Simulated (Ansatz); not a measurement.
## CO on Ca(100): change of the work function: cost of one run

Ansatz 0.2.0; plane-wave DFT, LDA, Ansatz PAW. The cell holds 20 atoms.

Input file input.yaml:

```yaml
crystal:
  lattice:
    - [7.891311678, 0.0, 0.0]
    - [0.0, 7.891311678, 0.0]
    - [0.0, 0.0, 27.4136778104]
  atoms:
    - { symbol: Ca, position: [0.25, 0.25, 0.3283032675] }
    - { symbol: Ca, position: [0.0, 0.0, 0.4300772805] }
    - { symbol: Ca, position: [0.25, 0.25, 0.5212959414] }
[... 11 atom lines left out ...]
    - { symbol: Ca, position: [0.75, 0.75, 0.5212959414] }
    - { symbol: Ca, position: [0.5, 0.5, 0.6111430187] }
    - { symbol: C, position: [0.25, 0.25, 0.6293820891] }
    - { symbol: C, position: [0.75, 0.75, 0.6293820891] }
    - { symbol: O, position: [0.25, 0.25, 0.6716967325] }
    - { symbol: O, position: [0.75, 0.75, 0.6716967325] }
kpoints:
  mp_grid: { grid: [4, 4, 1] }
hamiltonian:
  xc: lda
scf:
  occupations: { method: fermi_dirac, width: 0.1 }
  convergence: { dr2_threshold: 1.0e-08 }
efield:
  axis: 3
  dipole_correction: true
  ramp_position: 0.97
  ramp_width: 0.06
relax:
  f_tol: 0.02
  max_steps: 60
  constraints: [{ sites: [0, 1, 4, 5, 8, 9, 12, 13] }]
output:
  bader: true
  dos: { projected: true, e_range: [-8, 4] }
  write_potential: true
  write_density: true
  volumetric_format: npy
```

Command:

```bash
ansatz run input.yaml --threads 4 --pin off --max-ram 12288MiB --backend cpu --events-out ev --progress --plain --runs-dir out
```

The cutoff in use is 420 eV. For reference, a run of the same kind (4 atoms, 15 k-points, 24 bands and 8,073 plane waves; 40 SCF cycles) took 16 s and 0.6 GiB on the same hardware.

What time and memory should one allow on 4 threads of Arm Neoverse V2, shared host?

A cutoff of 420 eV is a sphere of radius 10.5 Å⁻¹, so a cell of 1707 Å³ holds about V·G³/6π² = 33,363 plane waves. At two electrons a band, the 180 electrons need 90 bands, and 20 more are carried. Symmetry cuts the 4×4×1 mesh from 16 to 6 points. The run has 6 k-points, 110 bands and 33,435 plane waves. Taking the work of a cycle as k-points × spins × bands × plane waves, that is 7.6 times the reference, or 2.1 min at the reference's 40 cycles. The run needed 70 SCF cycles over 7 ionic steps, which makes it about 3.6 min. One copy of the wavefunctions takes 0.33 GiB at 16 bytes a coefficient, against 0.043 GiB in the reference; grids, projectors and work arrays come on top. Measured: about 3.7 min, with a peak of 3.6 GiB. The estimate holds within 25 %.

[Logs are printed without paths, hosts, clocks, repeated set-up lines and the standing remarks that a program may print on its own settings, such as how far it seeks lower states.]

[Hosts, paths, dates, database ids (printed as entryN), source tags and the programs' standing remarks are cut or masked in the printed files.]

[Maps of the electrostatic potential energy from Ansatz leave out the sawtooth potential of an applied field or a dipole correction, so their vacuum need not be flat; planar profiles and work functions include it.]
